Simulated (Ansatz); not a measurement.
# P on Pt(111): change of the work function

Aim: the work function of Pt(111) at several coverages of P (fcc site), and the dipole that each adsorbate carries.

Calculated with Ansatz 0.2.0; plane-wave DFT, PBE, Ansatz PAW.

**1. Set-up**

The cell holds 4 atoms: 4 Pt. Its edges and angles: a = 2.772 Å, b = 2.772 Å, c = 24.790 Å, α = 90.0°, β = 90.0°, γ = 60.0°. Vacuum lies along c.

**2. The clean slab**

The bare slab comes first, as the zero from which every change is counted. The two lowest layers are held at bulk places and the upper ones relax. The dipole correction removes the false field that a one-sided slab makes across the periodic vacuum, so each face gets a flat vacuum level of its own.

Contents of input.yaml:

```yaml
crystal:
  lattice:
    - [2.7718585823, 0.0, 0.0]
    - [1.3859292911, 2.4004999479, 0.0]
    - [0.0, 0.0, 24.7896391657]
  atoms:
    - { symbol: Pt, position: [0.0, 0.0, 0.3630549013] }
    - { symbol: Pt, position: [0.3333333333, 0.3333333333, 0.4543516338] }
    - { symbol: Pt, position: [0.6666666667, 0.6666666667, 0.5456483662] }
    - { symbol: Pt, position: [0.0, 0.0, 0.6369450987] }
kpoints:
  mp_grid: { grid: [12, 12, 1] }
hamiltonian:
  xc: pbe
scf:
  occupations: { method: fermi_dirac, width: 0.1 }
  convergence: { dr2_threshold: 1.0e-08 }
efield:
  axis: 3
  dipole_correction: true
  ramp_position: 0.97
  ramp_width: 0.06
relax:
  f_tol: 0.02
  max_steps: 60
  constraints: [{ sites: [0, 1] }]
output:
  write_potential: true
  write_density: true
  volumetric_format: npy
```

The run is started by

```sh
ansatz run input.yaml --threads 4 --pin off --max-ram 16384MiB --backend cpu --events-out ev --progress --plain --runs-dir out
```

Numbers of over 12 decimals in the logs are rounded to 6 here.

Log:

```text
Engine: ansatz 0.2.0, aarch64-unknown-linux-gnu
Pseudopotentials: kind: paw
Pseudopotential: Pt, paw, valence charge 18, recommended cutoff 420 eV (normal), Pt.paw.azcp
Functional definition: PBE
  parameter kappa = 0.804
  parameter beta = 0.066725
  exchange = pbe_x(kappa = kappa, mu = beta*pi^2/3)
  correlation = pbe_c(beta = beta)
Crystal: 4 atoms, lattice volume = 164.946 Å³
Basis set: ecut = 420 eV, 3263 PW (Γ), exchange–correlation on 40×40×360 points (8 copies of the dense FFT grid, shifted against one another)
Bands: 44, of which v1, the nominal top of the filled ones, is band 36 counted from 1 (35 counted from 0)
Symmetry: 6 space group operations
k-points: 19 of 144 (time reversal used)
Non-local potential: Pt, projectors of the file, l = 0: 3, l = 1: 2, l = 2: 2, l = 3: 1
PAW form: soft (Blöchl's): semilocal exchange-correlation on the pseudo side does not see the compensation charge
PAW one-centre angular grid: Pt, 590 points (default); XC on 64 Gauss nodes
Initial density: superposition of atomic densities (neutral atoms: chi_scale 0, normalization atom), corrected by the library's trained network
Initial wavefunctions: pseudopotential atomic-orbital guess
Functional: x = pbe(κ = 0.804, μ = 0.219515), c = pbe(β = 0.066725)
SCF iter   1: F=—  HF=-50090.991717 eV  |F-HF|=—  |Δ(HF+E_count)|=         —  Δρ=5.75e-3  dr2=3.09e-1  ethr=1.77e-3  p=-0.000 e·Å  D=-7.16e-15 V/Å  ΔV_dip=0.00 eV  dr2_dipole=3.81e-7  V_vac-E_F(+/−)=5.23/5.23 eV  ⟨swp⟩=8.8  Hψ=3876  notcnv=0  defer=3
efield: sawtooth ramp at fractional position 0.9700 (set: `efield.ramp_position`, or a place that a band, a saddle search or an elastic batch's reference lends), width 0.0600; the density the first Hamiltonian is built on has a dipole p = -0.000 e·Å; the dipole correction subtracts the counter field D = -7.16e-15 V/Å, which shifts the + side's vacuum level by +0.00 eV against the − side's; the planar-averaged density in the ramp window peaks in size at 7.4e-6 e/Å³
preconditioner: auto → LDOS  [metal: Δε(μ)=0.021 eV  Ē_g=7.789 eV  σ=0.100 eV  W_gap=0.05  n_scr=18 (ndim 8)  ℏωp=18.3 eV  f_vac=0.582  D(μ)=6.47/eV (n_scr^D=38)  β→1.0]
SCF iter   2: F=—  HF=-50090.990102 eV  |F-HF|=—  |Δ(HF+E_count)|=   1.61e-3  Δρ=3.29e-3  dr2=3.42e-2  ethr=4.29e-4  p=-0.000 e·Å  D=-9.35e-6 V/Å  ΔV_dip=0.00 eV  dr2_dipole=9.91e-8  V_vac-E_F(+/−)=5.71/5.71 eV  ⟨swp⟩=2.5  Hψ=1067  notcnv=0  defer=17
SCF iter   3: F=—  HF=-50090.987444 eV  |F-HF|=—  |Δ(HF+E_count)|=   2.66e-3  Δρ=1.41e-3  dr2=2.98e-2  ethr=4.75e-5  p=0.000 e·Å  D=7.75e-6 V/Å  ΔV_dip=-0.00 eV  dr2_dipole=2.74e-8  V_vac-E_F(+/−)=5.60/5.60 eV  ⟨swp⟩=2.6  Hψ=1528  notcnv=0  defer=17
SCF iter   4: F=—  HF=-50090.985222 eV  |F-HF|=—  |Δ(HF+E_count)|=   2.22e-3  Δρ=6.04e-4  dr2=1.66e-3  ethr=4.14e-5  p=-0.000 e·Å  D=-5.42e-7 V/Å  ΔV_dip=0.00 eV  dr2_dipole=9.16e-11  V_vac-E_F(+/−)=5.69/5.69 eV  ⟨swp⟩=2.1  Hψ=1183  notcnv=0  defer=17
SCF iter   5: F=—  HF=-50090.985125 eV  |F-HF|=—  |Δ(HF+E_count)|=   9.70e-5  Δρ=2.71e-4  dr2=8.45e-5  ethr=2.30e-6  p=-0.000 e·Å  D=-3.90e-7 V/Å  ΔV_dip=0.00 eV  dr2_dipole=9.10e-10  V_vac-E_F(+/−)=5.68/5.68 eV  ⟨swp⟩=2.7  Hψ=1289  notcnv=0  defer=17
SCF iter   6: F=—  HF=-50090.985171 eV  |F-HF|=—  |Δ(HF+E_count)|=   4.56e-5  Δρ=4.16e-5  dr2=6.87e-6  ethr=1.17e-7  p=-0.000 e·Å  D=-3.58e-7 V/Å  ΔV_dip=0.00 eV  dr2_dipole=4.46e-10  V_vac-E_F(+/−)=5.66/5.66 eV  ⟨swp⟩=2.3  Hψ=1289  notcnv=0  defer=17
SCF iter   7: F=—  HF=-50090.985173 eV  |F-HF|=—  |Δ(HF+E_count)|=   1.85e-6  Δρ=1.19e-5  dr2=1.38e-7  ethr=9.54e-9  p=-0.000 e·Å  D=-5.42e-8 V/Å  ΔV_dip=0.00 eV  dr2_dipole=9.52e-11  V_vac-E_F(+/−)=5.66/5.66 eV  ⟨swp⟩=2.1  Hψ=1237  notcnv=0  defer=15
SCF iter   8: F=-50090.985173 eV  HF=-50090.985173 eV  |F-HF|=5.49e-8  |Δ(HF+E_count)|=   2.85e-7  Δρ=3.95e-6  dr2=8.81e-9  ethr=1.39e-11  p=-0.000 e·Å  D=-3.69e-9 V/Å  ΔV_dip=0.00 eV  dr2_dipole=1.60e-11  V_vac-E_F(+/−)=5.66/5.66 eV  ⟨swp⟩=8.6  Hψ=6861  notcnv=0
SCF 1 converged in 8 iterations: F = -50090.985173 eV  dr2 = 8.81e-9
  greatest PAW one-centre occupation: 1.000 electrons in one spin orbital (limit 2), on the Pt atom at site 2 (counted from 0), in its partial waves of l = 0
relax step   1: F+E_penalty+E_count = -50090.98517332 eV  Δ(F+E_penalty+E_count) = +0.000e0 eV  max|allowed force component| = 4.882e-1 eV/Å  Δτ_max = 0.0000 Å  (8 SCF iters, accepted)
Initial density: handed on by an earlier stage of this run
Initial wavefunctions: those handed on with the density
iter 1 solved again at ethr=6.41e-4 eV; its pass at ethr=3.10e-3 eV (dr2=4.62e-1 eV) is discarded
SCF iter   1: F=—  HF=-50091.029097 eV  |F-HF|=—  |Δ(HF+E_count)|=         —  Δρ=1.16e-2  dr2=4.80e-1  ethr=6.41e-4  p=0.000 e·Å  D=2.66e-7 V/Å  ΔV_dip=-0.00 eV  dr2_dipole=1.45e-1  V_vac-E_F(+/−)=5.71/5.71 eV  ⟨swp⟩=1.3  Hψ=3370  notcnv=0  defer=8
efield: sawtooth ramp at fractional position 0.9700 (set: `efield.ramp_position`, or a place that a band, a saddle search or an elastic batch's reference lends), width 0.0600; the density the first Hamiltonian is built on has a dipole p = 0.000 e·Å; the dipole correction subtracts the counter field D = 2.66e-7 V/Å, which shifts the + side's vacuum level by -0.00 eV against the − side's; the planar-averaged density in the ramp window peaks in size at 3.0e-6 e/Å³
preconditioner: auto → LDOS  [metal: Δε(μ)=0.019 eV  Ē_g=7.721 eV  σ=0.100 eV  W_gap=0.05  n_scr=18 (ndim 8)  ℏωp=18.3 eV  f_vac=0.575  D(μ)=6.64/eV (n_scr^D=50)  β→1.0]
SCF iter   2: F=—  HF=-50091.023852 eV  |F-HF|=—  |Δ(HF+E_count)|=   5.24e-3  Δρ=5.67e-3  dr2=1.45e-1  ethr=6.41e-4  p=0.004 e·Å  D=4.87e-3 V/Å  ΔV_dip=-0.12 eV  dr2_dipole=2.41e-2  V_vac-E_F(+/−)=5.55/5.67 eV  ⟨swp⟩=2.2  Hψ=1413  notcnv=0  defer=8
SCF iter   3: F=—  HF=-50091.004026 eV  |F-HF|=—  |Δ(HF+E_count)|=   1.98e-2  Δρ=2.86e-3  dr2=4.20e-2  ethr=2.02e-4  p=-0.007 e·Å  D=-7.20e-3 V/Å  ΔV_dip=0.18 eV  dr2_dipole=8.42e-5  V_vac-E_F(+/−)=5.86/5.68 eV  ⟨swp⟩=2.5  Hψ=1442  notcnv=0  defer=8
SCF iter   4: F=—  HF=-50090.997103 eV  |F-HF|=—  |Δ(HF+E_count)|=   6.92e-3  Δρ=9.64e-4  dr2=2.01e-3  ethr=5.84e-5  p=-0.003 e·Å  D=-3.38e-3 V/Å  ΔV_dip=0.08 eV  dr2_dipole=4.64e-5  V_vac-E_F(+/−)=5.76/5.68 eV  ⟨swp⟩=2.2  Hψ=1278  notcnv=0  defer=9
SCF iter   5: F=—  HF=-50090.996566 eV  |F-HF|=—  |Δ(HF+E_count)|=   5.37e-4  Δρ=2.91e-4  dr2=3.62e-4  ethr=2.79e-6  p=-0.003 e·Å  D=-2.80e-3 V/Å  ΔV_dip=0.07 eV  dr2_dipole=2.93e-5  V_vac-E_F(+/−)=5.74/5.68 eV  ⟨swp⟩=2.4  Hψ=1502  notcnv=0  defer=14
[...]
SCF iter   5: F=—  HF=-50091.007567 eV  |F-HF|=—  |Δ(HF+E_count)|=   1.08e-4  Δρ=1.80e-4  dr2=2.14e-4  ethr=1.16e-6  p=-0.001 e·Å  D=-7.97e-4 V/Å  ΔV_dip=0.02 eV  dr2_dipole=3.83e-6  V_vac-E_F(+/−)=5.69/5.67 eV  ⟨swp⟩=3.1  Hψ=1402  notcnv=0  defer=18
SCF iter   6: F=—  HF=-50091.007565 eV  |F-HF|=—  |Δ(HF+E_count)|=   1.81e-6  Δρ=9.20e-5  dr2=5.87e-5  ethr=2.97e-7  p=-0.001 e·Å  D=-1.00e-3 V/Å  ΔV_dip=0.02 eV  dr2_dipole=6.27e-8  V_vac-E_F(+/−)=5.70/5.67 eV  ⟨swp⟩=1.1  Hψ=836  notcnv=0  defer=18
SCF iter   7: F=—  HF=-50091.007553 eV  |F-HF|=—  |Δ(HF+E_count)|=   1.18e-5  Δρ=3.49e-5  dr2=1.06e-5  ethr=8.15e-8  p=-0.001 e·Å  D=-1.10e-3 V/Å  ΔV_dip=0.03 eV  dr2_dipole=8.90e-8  V_vac-E_F(+/−)=5.70/5.67 eV  ⟨swp⟩=1.2  Hψ=849  notcnv=0  defer=18
SCF iter   8: F=—  HF=-50091.007547 eV  |F-HF|=—  |Δ(HF+E_count)|=   6.41e-6  Δρ=1.21e-5  dr2=9.31e-7  ethr=1.47e-8  p=-0.001 e·Å  D=-1.07e-3 V/Å  ΔV_dip=0.03 eV  dr2_dipole=4.31e-9  V_vac-E_F(+/−)=5.70/5.67 eV  ⟨swp⟩=1.3  Hψ=862  notcnv=0  defer=18
SCF iter   9: F=—  HF=-50091.007565 eV  |F-HF|=—  |Δ(HF+E_count)|=   1.86e-5  Δρ=4.45e-6  dr2=4.79e-8  ethr=1.29e-9  p=-0.001 e·Å  D=-1.05e-3 V/Å  ΔV_dip=0.03 eV  dr2_dipole=1.77e-11  V_vac-E_F(+/−)=5.70/5.67 eV  ⟨swp⟩=2.0  Hψ=1206  notcnv=0  defer=17
SCF iter  10: F=-50091.007565 eV  HF=-50091.007565 eV  |F-HF|=8.49e-9  |Δ(HF+E_count)|=   3.09e-8  Δρ=1.25e-6  dr2=6.34e-9  ethr=1.39e-11  p=-0.001 e·Å  D=-1.05e-3 V/Å  ΔV_dip=0.03 eV  dr2_dipole=6.37e-10  V_vac-E_F(+/−)=5.70/5.67 eV  ⟨swp⟩=10.8  Hψ=6133  notcnv=0
SCF 3 converged in 10 iterations: F = -50091.007565 eV  dr2 = 6.34e-9
relax step   3: F+E_penalty+E_count = -50091.00756550 eV  Δ(F+E_penalty+E_count) = -1.103e-2 eV  max|allowed force component| = 7.115e-2 eV/Å  Δτ_max = 0.0918 Å  (10 SCF iters, accepted)
SCF iter   1: F=—  HF=-50091.008192 eV  |F-HF|=—  |Δ(HF+E_count)|=         —  Δρ=8.74e-4  dr2=5.06e-3  ethr=8.17e-5  p=-0.001 e·Å  D=-1.05e-3 V/Å  ΔV_dip=0.03 eV  dr2_dipole=1.69e-3  V_vac-E_F(+/−)=5.70/5.68 eV  ⟨swp⟩=2.1  Hψ=1462  notcnv=0  defer=18
efield: sawtooth ramp at fractional position 0.9700 (set: `efield.ramp_position`, or a place that a band, a saddle search or an elastic batch's reference lends), width 0.0600; the density the first Hamiltonian is built on has a dipole p = -0.001 e·Å; the dipole correction subtracts the counter field D = -1.05e-3 V/Å, which shifts the + side's vacuum level by +0.03 eV against the − side's; the planar-averaged density in the ramp window peaks in size at 2.0e-6 e/Å³
preconditioner: auto → LDOS  [metal: Δε(μ)=0.023 eV  Ē_g=7.759 eV  σ=0.100 eV  W_gap=0.06  n_scr=18 (ndim 8)  ℏωp=18.3 eV  f_vac=0.578  D(μ)=6.69/eV (n_scr^D=50)  β→1.0]
SCF iter   2: F=—  HF=-50091.008116 eV  |F-HF|=—  |Δ(HF+E_count)|=   7.63e-5  Δρ=3.88e-4  dr2=1.13e-3  ethr=7.03e-6  p=-0.001 e·Å  D=-6.34e-4 V/Å  ΔV_dip=0.02 eV  dr2_dipole=3.13e-4  V_vac-E_F(+/−)=5.69/5.67 eV  ⟨swp⟩=2.1  Hψ=1263  notcnv=0  defer=18
SCF iter   3: F=—  HF=-50091.008027 eV  |F-HF|=—  |Δ(HF+E_count)|=   8.81e-5  Δρ=2.54e-4  dr2=3.19e-4  ethr=1.57e-6  p=-0.002 e·Å  D=-1.78e-3 V/Å  ΔV_dip=0.04 eV  dr2_dipole=1.14e-6  V_vac-E_F(+/−)=5.72/5.67 eV  ⟨swp⟩=2.1  Hψ=1334  notcnv=0  defer=18
SCF iter   4: F=—  HF=-50091.007979 eV  |F-HF|=—  |Δ(HF+E_count)|=   4.87e-5  Δρ=5.52e-5  dr2=1.73e-5  ethr=4.43e-7  p=-0.001 e·Å  D=-1.25e-3 V/Å  ΔV_dip=0.03 eV  dr2_dipole=8.32e-7  V_vac-E_F(+/−)=5.70/5.67 eV  ⟨swp⟩=2.6  Hψ=1384  notcnv=0  defer=18
SCF iter   5: F=—  HF=-50091.007980 eV  |F-HF|=—  |Δ(HF+E_count)|=   1.25e-6  Δρ=2.60e-5  dr2=4.55e-6  ethr=2.40e-8  p=-0.001 e·Å  D=-1.28e-3 V/Å  ΔV_dip=0.03 eV  dr2_dipole=1.21e-7  V_vac-E_F(+/−)=5.70/5.67 eV  ⟨swp⟩=2.7  Hψ=1356  notcnv=0  defer=18
SCF iter   6: F=—  HF=-50091.007983 eV  |F-HF|=—  |Δ(HF+E_count)|=   2.75e-6  Δρ=1.36e-5  dr2=1.32e-6  ethr=6.32e-9  p=-0.001 e·Å  D=-1.27e-3 V/Å  ΔV_dip=0.03 eV  dr2_dipole=2.79e-9  V_vac-E_F(+/−)=5.70/5.67 eV  ⟨swp⟩=1.2  Hψ=826  notcnv=0  defer=18
SCF iter   7: F=—  HF=-50091.007983 eV  |F-HF|=—  |Δ(HF+E_count)|=   1.03e-7  Δρ=5.23e-6  dr2=2.30e-7  ethr=1.84e-9  p=-0.001 e·Å  D=-1.26e-3 V/Å  ΔV_dip=0.03 eV  dr2_dipole=3.75e-9  V_vac-E_F(+/−)=5.70/5.67 eV  ⟨swp⟩=1.2  Hψ=830  notcnv=0  defer=18
SCF iter   8: F=—  HF=-50091.007983 eV  |F-HF|=—  |Δ(HF+E_count)|=   2.13e-8  Δρ=1.98e-6  dr2=1.77e-8  ethr=3.19e-10  p=-0.001 e·Å  D=-1.27e-3 V/Å  ΔV_dip=0.03 eV  dr2_dipole=2.49e-10  V_vac-E_F(+/−)=5.70/5.67 eV  ⟨swp⟩=1.3  Hψ=909  notcnv=0  defer=18
SCF iter   9: F=-50091.007983 eV  HF=-50091.007983 eV  |F-HF|=3.28e-9  |Δ(HF+E_count)|=   1.65e-8  Δρ=5.76e-7  dr2=7.83e-10  ethr=1.39e-11  p=-0.001 e·Å  D=-1.27e-3 V/Å  ΔV_dip=0.03 eV  dr2_dipole=4.15e-12  V_vac-E_F(+/−)=5.70/5.67 eV  ⟨swp⟩=9.9  Hψ=5738  notcnv=0
SCF 4 converged in 9 iterations: F = -50091.007983 eV  dr2 = 7.83e-10
relax step   4: F+E_penalty+E_count = -50091.00798290 eV  Δ(F+E_penalty+E_count) = -4.174e-4 eV  max|allowed force component| = 3.487e-4 eV/Å  Δτ_max = 0.0131 Å  (9 SCF iters, accepted)
NSCF: frozen V_eff on 19 k-points
the band table was solved once a step of the walk had ended and its energy, with any forces and stress, was formed, with the checks that follow a solve (4584 applications of the Hamiltonian). They found nothing against the state; the energy, forces and stress were not computed again (output.eigenvalues in the input reference)
SCF converged after 9 iterations
Free energy (F): -50091.007983 eV
Harris-Foulkes:  -50091.007983 eV  (|F-HF|=3.28e-9)
Internal energy: -50090.790083 eV  (E = F + TS)
E sigma→0 (E₀):  -50090.899033 eV
Entropy (-TS):   -0.217900 eV (-54.475 meV/atom)
Fermi energy:    4.900471 eV
Dipole field:    D = -0.001269 V/Å  (p = -0.001156 e·Å, saw-weighted, corrected)
Work function:   Φ+ = 5.7030 eV   Φ− = 5.6716 eV
Levels:          The Fermi level and band energies are counted from a zero that moves with the ramp; work functions are not
--- Per-component energies (eV) ---
  E_band       = -1818.910560
  E_kinetic    = 2546.761399
  E_local      = -123966.042925  (includes V_loc(G=0)·N_el)
  E_nonlocal   = 800.189997
  E_hartree    = 60581.101335
  E_xc         = -1044.614578
  E_vxc        = -1207.827318  (∫ρ·V_xc dr)
  E_paw        = -37816.082999  (= ΣΔE_a)
  E_vpaw       = -1154.195293  (= ΣTr[D̂ρ^β])
  E_aug_tail   = 0.000812  (compensation charges beyond the density's cutoff)
  E_efield     = 0.000001  (sawtooth field / dipole correction)
  E_vefield    = 0.003642  (∫n·V_field dr)
  E_ewald      = 48807.896875
  E_smearing   = -0.217900  (= −TS)
  E_closure    = -0.000000  (closes the sum)
  Σ components = -50091.007983   (vs F -50091.007983, Δ=0.00e0)
--- Forces (eV/Å), atoms counted from 1 ---
  atom   1  Pt    -0.00000000    -0.00000000    -0.48014120
  atom   2  Pt     0.00000000    -0.00000000     0.47992532
  atom   3  Pt    -0.00000000    -0.00000000     0.00034872
  atom   4  Pt     0.00000000     0.00000000    -0.00014185
  max |Σ_I F_I| component: 9.01e-6 eV/Å
--- Band table (eV; the first three rows and the last of 19) ---
  k-point 0: bands = [... 32 lower, 3.3721, 3.7295, 3.7295, 4.4538, 4.4538, 4.4677, 4.8736, 4.8736, ... 4 higher]
  k-point 1: bands = [... 32 lower, 3.2564, 3.5694, 3.7370, 3.8498, 4.2372, 4.4477, 4.8839, 5.4119, ... 4 higher]
  k-point 2: bands = [... 32 lower, 3.0456, 3.1540, 3.4980, 3.7132, 4.4250, 4.6025, 4.9064, 6.3631, ... 4 higher]
  k-point 18: bands = [... 32 lower, 4.2535, 4.5924, 4.6084, 4.6216, 9.8513, 9.8824, 9.8903, 10.6257, ... 4 higher]
--- Relaxed structure (4 steps of the walk, 4 accepted, 0 SCFs on fresh bases) ---
  F+E_penalty+E_count = -50091.00798290 eV   max|allowed force component| = 3.487e-4 eV/Å
  atoms:
    - { symbol: Pt, position: [0.0, 0.0, 0.363055] }
    - { symbol: Pt, position: [0.333333, 0.333333, 0.454352] }
    - { symbol: Pt, position: [0.666667, 0.666667, 0.547405] }
    - { symbol: Pt, position: [1.786073762132227e-18, -8.930368810661091e-19, 0.641619] }
```

Wall time 18 s (4 threads of Arm Neoverse V1, shared host); peak memory 0.49 GiB; 67 s of CPU time.

The steps of the relaxation:

```
step  energy less that of the first step (eV)  largest force component (eV/Å)
   1                                   0.0000                          0.4882
   2                                  -0.0114                          0.3306
   3                                  -0.0224                          0.0711
   4                                  -0.0228                          0.0003
```

The run keeps the 6 symmetry operations that it works with, so distortions that break them were not tested.

The atoms that moved most (Å):

```csv
atom,dx,dy,dz,length
Pt4,0.000,0.000,0.116,0.116
Pt3,0.000,0.000,0.044,0.044
```

Final coordinates:

```xyz
4
Lattice="2.7719 0.0000 0.0000 1.3859 2.4005 0.0000 0.0000 0.0000 24.7896" Properties=species:S:1:pos:R:3
Pt    0.0000    0.0000    9.0000
Pt    1.3859    0.8002   11.2632
Pt    2.7719    1.6003   13.5700
Pt    0.0000    0.0000   15.9055
```

This step gave:

| Item | Value |
| --- | --- |
| energy at zero smearing | -50090.8990 eV |
| work function, upper face | 5.703 eV |
| work function, lower face | 5.672 eV |
| dipole along the normal | -0.001156 e·Å |
| step between the vacuum levels | 0.03145 eV |

Running mean over 2.263 Å of the planar mean; the ramp of the sawtooth is left out. Table of electron's electrostatic potential energy less the Fermi level by z:

```
z (Å)  electron's electrostatic potential energy less the Fermi level (eV)
  3.5                                                                 5.67
  4.0                                                                 5.67
  4.5                                                                 5.67
  5.0                                                                 5.67
  5.5                                                                 5.66
  6.0                                                                 5.61
  6.5                                                                 5.42
  7.0                                                                 4.60
  7.5                                                                 1.20
  8.0                                                                -4.97
  8.5                                                                -9.97
  9.0                                                                -11.6
  9.5                                                                -11.9
 10.0                                                                -12.1
 10.5                                                                -12.1
 11.0                                                                -12.2
 11.5                                                                -12.1
 12.0                                                                -11.8
 12.5                                                                -11.7
 13.0                                                                -11.9
 13.5                                                                -12.1
 14.0                                                                -11.8
 14.5                                                                -11.2
 15.0                                                                -11.2
 15.5                                                                -11.5
 16.0                                                                -11.3
 16.5                                                                -9.22
 17.0                                                                -3.69
 17.5                                                                 2.21
 18.0                                                                 4.90
 18.5                                                                 5.51
 19.0                                                                 5.66
 19.5                                                                 5.69
 20.0                                                                 5.70
 20.5                                                                 5.70
 21.0                                                                 5.70
 21.5                                                                 5.70
```

The relaxation took 4 steps and lowered the energy by 0.023 eV; the largest force on the free atoms ends at 3.5e-4 eV/Å.

The work function of the upper face is 5.70 eV.

[end of part 1 of 4]

[Logs are printed without paths, hosts, clocks, repeated set-up lines and the standing remarks that a program may print on its own settings, such as how far it seeks lower states.]

[Hosts, paths, dates, database ids (printed as entryN), source tags and the programs' standing remarks are cut or masked in the printed files.]

[Maps of the electrostatic potential energy from Ansatz leave out the sawtooth potential of an applied field or a dipole correction, so their vacuum need not be flat; planar profiles and work functions include it.]
